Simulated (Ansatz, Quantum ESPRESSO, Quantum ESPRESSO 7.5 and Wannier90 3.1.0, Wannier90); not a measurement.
## straight Sn chain, spacing 2.56 Å: Wannier functions and conductance

How many channels does the wire offer, and does a small Wannier basis get them right? The wire: straight Sn chain, spacing 2.56 Å.

Calculated with Quantum ESPRESSO 7.5 and Wannier90 3.1.0; plane-wave DFT, PBE, GBRV ultrasoft pseudopotentials (cross-check by Ansatz 0.2.0 with PAW datasets).

Most raw output is cut from this account.

### Step 1. Set-up

The cell holds 1 atom: 1 Sn. Its edges and angles: a = 8.000 Å, b = 8.000 Å, c = 2.558 Å, α = 90.0°, β = 90.0°, γ = 90.0°. Vacuum lies along a and b. The structure's axis is c.

### Step 2. Ground state

The input, scf.in:

```
&control
  prefix = 'scf'
  outdir = './out'
  pseudo_dir = './pseudo'
  calculation = 'scf'
  tprnfor = .true.
/
&system
  ibrav = 0
  nat = 1
  ntyp = 1
  ecutwfc = 34
  ecutrho = 170
  occupations = 'smearing'
  smearing = 'mv'
  degauss = 0.005
/
&electrons
  conv_thr = 1e-07
  mixing_beta = 0.4
  electron_maxstep = 120
  mixing_mode = 'local-TF'
/
ATOMIC_SPECIES
  Sn  118.7100  sn_pbe_v1.4.uspp.F.UPF
CELL_PARAMETERS angstrom
  8.00000000000000 0.00000000000000 0.00000000000000
  0.00000000000000 8.00000000000000 0.00000000000000
  0.00000000000000 0.00000000000000 2.55750000000000
ATOMIC_POSITIONS crystal
  Sn  0.000000000000 0.000000000000 0.000000000000
K_POINTS automatic
  1 1 28 0 0 0
```

On the command line:

```console
OMP_NUM_THREADS=1 mpirun -n 2 pw.x -nk 2 -in scf.in > scf.out
```

It took 8.3 s on 2 MPI ranks of Arm Neoverse V2, shared host; peak memory 0.16 GiB; 16 s of CPU time.

Read from the output:

| Item | Value |
| --- | --- |
| free energy | -2165.0116 eV |
| Fermi energy | -1.917 eV |

The program's own clock; routines nest. Time by routine:

```csv
routine,wall time (s),calls
PWSCF,7.74,1
electrons,7.18,1
c_bands,3.47,11
cegterg,3.26,88
h_psi,2.62,446
fftw,2.44,6800
vloc_psi,2.39,446
mix_rho,1.43,11
sum_band,1.23,11
newd,0.75,12
ffts,0.71,1145
init_run,0.36,1
v_of_rho,0.36,12
fft,0.17,165
```

The run needed 11 iterations to bring the estimated error under 1e-07 Ry.

### Step 3. Full uniform mesh without symmetry

Wannier90 needs the states on a whole uniform mesh, listed point by point, without symmetry.

The input, nscf.in:

```
&control
  prefix = 'nscf'
  outdir = './out'
  pseudo_dir = './pseudo'
  calculation = 'nscf'
/
&system
  ibrav = 0
  nat = 1
  ntyp = 1
  ecutwfc = 34
  ecutrho = 170
  occupations = 'smearing'
  smearing = 'mv'
  degauss = 0.005
  nosym = .true.
  noinv = .true.
  nbnd = 17
/
&electrons
  conv_thr = 1e-09
  mixing_beta = 0.4
  electron_maxstep = 120
  mixing_mode = 'local-TF'
  diago_full_acc = .true.
/
ATOMIC_SPECIES
  Sn  118.7100  sn_pbe_v1.4.uspp.F.UPF
CELL_PARAMETERS angstrom
  8.00000000000000 0.00000000000000 0.00000000000000
  0.00000000000000 8.00000000000000 0.00000000000000
  0.00000000000000 0.00000000000000 2.55750000000000
ATOMIC_POSITIONS crystal
  Sn  0.000000000000 0.000000000000 0.000000000000
K_POINTS crystal
14
  0.0000000000 0.0000000000 0.0000000000 0.0714285714
  0.0000000000 0.0000000000 0.0714285714 0.0714285714
  0.0000000000 0.0000000000 0.1428571429 0.0714285714
  0.0000000000 0.0000000000 0.2142857143 0.0714285714
  0.0000000000 0.0000000000 0.2857142857 0.0714285714
  0.0000000000 0.0000000000 0.3571428571 0.0714285714
  0.0000000000 0.0000000000 0.4285714286 0.0714285714
  0.0000000000 0.0000000000 0.5000000000 0.0714285714
  0.0000000000 0.0000000000 0.5714285714 0.0714285714
  0.0000000000 0.0000000000 0.6428571429 0.0714285714
  0.0000000000 0.0000000000 0.7142857143 0.0714285714
  0.0000000000 0.0000000000 0.7857142857 0.0714285714
  0.0000000000 0.0000000000 0.8571428571 0.0714285714
  0.0000000000 0.0000000000 0.9285714286 0.0714285714
```

On the command line:

```console
cp -r out/scf.save out/nscf.save
cp out/scf.xml out/nscf.xml
OMP_NUM_THREADS=1 mpirun -n 2 pw.x -nk 1 -in nscf.in > nscf.out
```

It took 6.7 s on 2 MPI ranks; peak memory 0.1 GiB.

The program's own clock; routines nest. Time by routine:

```csv
routine,wall time (s),calls
PWSCF,6.19,1
electrons,5.95,1
c_bands,5.95,1
cegterg,5.78,45
h_psi,4.27,853
vloc_psi,3.99,853
fftw,3.63,15668
cdiaghg,0.22,808
init_run,0.16,1
h_psi:calbec,0.14,853
calbec,0.14,853
s_psi,0.12,853
add_vuspsi,0.12,853
hinit0,0.06,1
```

### Step 4. Neighbour list from wannier90 -pp

The .win file sets projections and windows: states in the frozen window are kept exactly, the outer window gives room to disentangle.

The input, wan.win:

```
num_wann = 4
num_bands = 17
num_iter = 200
num_print_cycles = 20
conv_tol = 1e-8
conv_window = 5
guiding_centres = true
dis_num_iter = 1500
dis_conv_tol = 1e-8
dis_win_min = -12.9174
dis_win_max = 7.0826
dis_froz_max = -0.4174
search_shells = 120
fermi_energy = -1.9174

transport = true
transport_mode = bulk
one_dim_axis = z
dist_cutoff = 17.8
dist_cutoff_mode = one_dim
tran_win_min = -4.0
tran_win_max = 2.0
tran_energy_step = 0.02

bands_plot = true
bands_num_points = 96
begin kpoint_path
G 0.0 0.0 0.0 Z 0.0 0.0 0.5
end kpoint_path

begin projections
Sn:s;p
end projections

begin unit_cell_cart
ang
  8.0000000000 0.0000000000 0.0000000000
  0.0000000000 8.0000000000 0.0000000000
  0.0000000000 0.0000000000 2.5575000000
end unit_cell_cart

begin atoms_frac
  Sn 0.0000000000 0.0000000000 0.0000000000
end atoms_frac

mp_grid = 1 1 14
begin kpoints
  0.0 0.0 0.0000000000
  0.0 0.0 0.0714285714
  0.0 0.0 0.1428571429
  0.0 0.0 0.2142857143
  0.0 0.0 0.2857142857
  0.0 0.0 0.3571428571
  0.0 0.0 0.4285714286
  0.0 0.0 0.5000000000
  0.0 0.0 0.5714285714
  0.0 0.0 0.6428571429
  0.0 0.0 0.7142857143
  0.0 0.0 0.7857142857
  0.0 0.0 0.8571428571
  0.0 0.0 0.9285714286
end kpoints
```

On the command line:

```console
OMP_NUM_THREADS=1 wannier90.x -pp wan > wan.pp.log
```

It took 0.48 s on 1 MPI rank; peak memory 0.09 GiB.

### Step 5. Overlaps and projections

pw2wannier90.x computes the overlaps between neighbouring k-points and the projections.

The input, wan.p2w.in:

```
&inputpp
  prefix = 'nscf'
  outdir = './out'
  seedname = 'wan'
  write_mmn = .true.
  write_amn = .true.
  write_unk = .false.
/
```

On the command line:

```console
OMP_NUM_THREADS=1 mpirun -n 2 pw2wannier90.x -in wan.p2w.in > wan.p2w.out
```

Run time: 2.3 s. Hardware: 2 MPI ranks; peak memory 0.1 GiB; 4.5 s of CPU time.

### Step 6. Wannier functions and transport

After disentangling and localising, transport_mode = bulk builds principal layers from hoppings within dist_cutoff and counts open channels.

wan.win is that of step 4.

On the command line:

```console
OMP_NUM_THREADS=1 wannier90.x wan > wan.run.log
```

It took 1.2 s on 1 MPI rank; peak memory 0.09 GiB.

This step gave:

```
lead channels at the Fermi level, one spin                                        : 3.000
total spread                                                                      : 9.578 Å²
gauge-invariant spread                                                            : 7.994 Å²
largest misfit to plane-wave levels between mesh points, inside the frozen window : 0.1273 eV
```

Per spin. Quantum conductance of the perfect wire, open channels against energy, zero at the Fermi level:

energy (eV), quantum conductance of the perfect wire, open channels and a bar:
```
   -4.000       1.00 ##########
   -3.800       1.00 ##########
   -3.600       1.00 ##########
   -3.400       1.00 ##########
   -3.200       1.00 ##########
   -3.000       0.00 
   -2.800       0.00 
   -2.600       0.00 
   -2.400       0.00 
   -2.200       1.00 ##########
   -2.000       1.00 ##########
   -1.800       1.00 ##########
   -1.600       1.00 ##########
   -1.400       1.00 ##########
   -1.200       3.00 ##############################
   -1.020       3.00 ##############################
   -0.800       3.00 ##############################
   -0.600       3.00 ##############################
   -0.400       3.00 ##############################
   -0.200       3.00 ##############################
    0.000       3.00 ##############################
    0.200       3.00 ##############################
    0.400       3.00 ##############################
    0.600       3.00 ##############################
    0.800       3.00 ##############################
    1.000       3.00 ##############################
    1.200       3.00 ##############################
    1.400       3.00 ##############################
    1.600       3.00 ##############################
    1.800       3.00 ##############################
    2.000       3.00 ##############################
```

Wannier functions:

```csv
no.,x (Å),y (Å),z (Å),spread (Å²)
1,-0.06551,1.07,0,2.085
2,-0.008937,-6.20e-5,1.279,3.016
3,0.2045,5.00e-5,-1.00e-6,2.395
4,-0.06438,-1.069,-2.00e-6,2.081
```

The electronic bands at the labelled points (eV, zero at the Fermi level; # counts the bands kept):

```csv
point,#1,#2,#3,#4
Γ,-8.93,-1.21,-1.21,4.10
halfway,-7.49,0.44,0.44,5.09
Z,-3.03,-2.35,3.80,3.80
```

Bands and channels are those of the Wannier model: bands that were not projected, and all outside the frozen window, are missing or only approximate.

### Step 7. Neighbour list from wannier90 -pp, with dis_win_max − E_F = 4.0

A sensitivity test on the input.

wan_w.win is the input of step 6 with these lines changed:

```diff
@@ -10,3 +10,3 @@
 dis_win_min = -12.9174
-dis_win_max = 7.0826
+dis_win_max = 2.0826
 dis_froz_max = -0.4174
```

On the command line:

```console
OMP_NUM_THREADS=1 wannier90.x -pp wan_w > wan_w.pp.log
```

Run time: 0.47 s. Hardware: 1 MPI rank; peak memory 0.09 GiB.

### Step 8. Overlaps and projections

The same post-processing, on the changed run.

The input, wan_w.p2w.in:

```
&inputpp
  prefix = 'nscf'
  outdir = './out'
  seedname = 'wan_w'
  write_mmn = .true.
  write_amn = .true.
  write_unk = .false.
/
```

On the command line:

```console
OMP_NUM_THREADS=1 mpirun -n 2 pw2wannier90.x -in wan_w.p2w.in > wan_w.p2w.out
```

Elapsed: 2.4 s, on 2 MPI ranks; peak memory 0.1 GiB; 4.5 s of CPU time.

### Step 9. Localisation, bands and conductance, with dis_win_max − E_F = 4.0

How much does a setting matter? One run is repeated with a change.

wan_w.win is the input of step 6 with these lines changed:

```diff
@@ -10,3 +10,3 @@
 dis_win_min = -12.9174
-dis_win_max = 7.0826
+dis_win_max = 2.0826
 dis_froz_max = -0.4174
```

On the command line:

```console
OMP_NUM_THREADS=1 wannier90.x wan_w > wan_w.run.log
```

The job ended after 0.49 s (1 MPI rank; peak memory 0.09 GiB).

The input was rejected at the start.

The outer window must hold at least num_wann states at every k: widen it, with enough bands computed to fill it.

### Step 10. Cross-check with Ansatz

A second code with its own PAW datasets, on the same atoms.

Level of this step: plane-wave DFT, PBE, Ansatz PAW (Ansatz 0.2.0).

System of this step: straight Sn chain, spacing 2.56 Å, 2 periods. The cell holds 2 atoms: 2 Sn. Cell: a = 8.000 Å, b = 8.000 Å, c = 5.115 Å, α = 90.0°, β = 90.0°, γ = 90.0°. Vacuum lies along a and b. The structure's axis is c.

The input, input.yaml:

```yaml
crystal:
  lattice:
    - [8.0, 0.0, 0.0]
    - [0.0, 8.0, 0.0]
    - [0.0, 0.0, 5.115]
  atoms:
    - { symbol: Sn, position: [0.0, 0.0, 0.0] }
    - { symbol: Sn, position: [0.0, 0.0, 0.5] }
kpoints:
  mp_grid: { grid: [1, 1, 14] }
hamiltonian:
  xc: pbe
scf:
  occupations: { method: fermi_dirac, width: 0.05 }
  convergence: { dr2_threshold: 1.0e-08 }
output:
  transmission:
    leads: [[0, 0]]
    e_range: [-4.0, 2.0]
    de: 0.05
    kmesh: [1, 1]
    reduced_basis: true
```

On the command line:

```console
ansatz run input.yaml --threads 2 --pin off --max-ram 4096MiB --backend cpu --events-out ev --progress --plain --runs-dir out
```

Wall time 46 s (2 threads); peak memory 0.55 GiB.

This step gave:

- free energy: -12045.4598 eV
- energy at zero smearing: -12045.4515 eV
- smearing term TS: 0.01655 eV
- Fermi energy: -1.954 eV
- symmetry operations: 32
- lead channels at the Fermi level, one spin: 3

Per spin. The open channels by energy, zero at the Fermi level:

```csv
energy (eV),open channels
-4.000,1
-3.800,1
-3.600,1
-3.400,1
-3.200,1
-3.000,1
-2.800,0
-2.600,0
-2.400,0
-2.200,1
-2.000,1
-1.800,1
-1.600,1
-1.400,1
-1.200,1
-1.000,3
-0.800,3
-0.600,3
-0.400,3
-0.200,3
0.000,3
0.200,3
0.400,3
0.600,3
0.800,3
1.000,3
1.200,3
1.400,3
1.600,3
1.800,3
2.000,3
```

### Step 11. The arithmetic

3 channels × 77.48 µS = 232 µS, a two-terminal resistance of 12.906/3 = 4.30 kΩ whatever the wire's length, as long as nothing scatters.

### Step 12. What came out

| Property | Result |
| --- | --- |
| open channels at the Fermi level, per spin | 3 |
| total spread | 9.58 Å² |
| gauge-invariant spread | 7.99 Å² |
| largest band misfit in the frozen window | 0.127 eV |
| channels at the Fermi level by Ansatz | 3 |

The wire offers 3 channels per spin at the Fermi level. Between -4 and 1.5 eV the channel count from Wannier functions equals that from Ansatz's layer matching at 98 % of the energies; outside the frozen window the Wannier bands are not held to the plane-wave ones. The interpolated bands miss plane-wave levels by up to 0.13 eV between mesh points, so steps of the conductance can sit that far off. The wire is perfect, so the conductance only counts bands: each channel, with its partner of the other spin, carries G₀ = 2e²/h. It was run without spin polarisation, which was not tested.

[Logs are printed without paths, hosts, clocks, repeated set-up lines and the standing remarks that a program may print on its own settings, such as how far it seeks lower states.]

[Hosts, paths, dates, database ids (printed as entryN), source tags and the programs' standing remarks are cut or masked in the printed files.]

[Maps of the electrostatic potential energy from Ansatz leave out the sawtooth potential of an applied field or a dipole correction, so their vacuum need not be flat; planar profiles and work functions include it.]
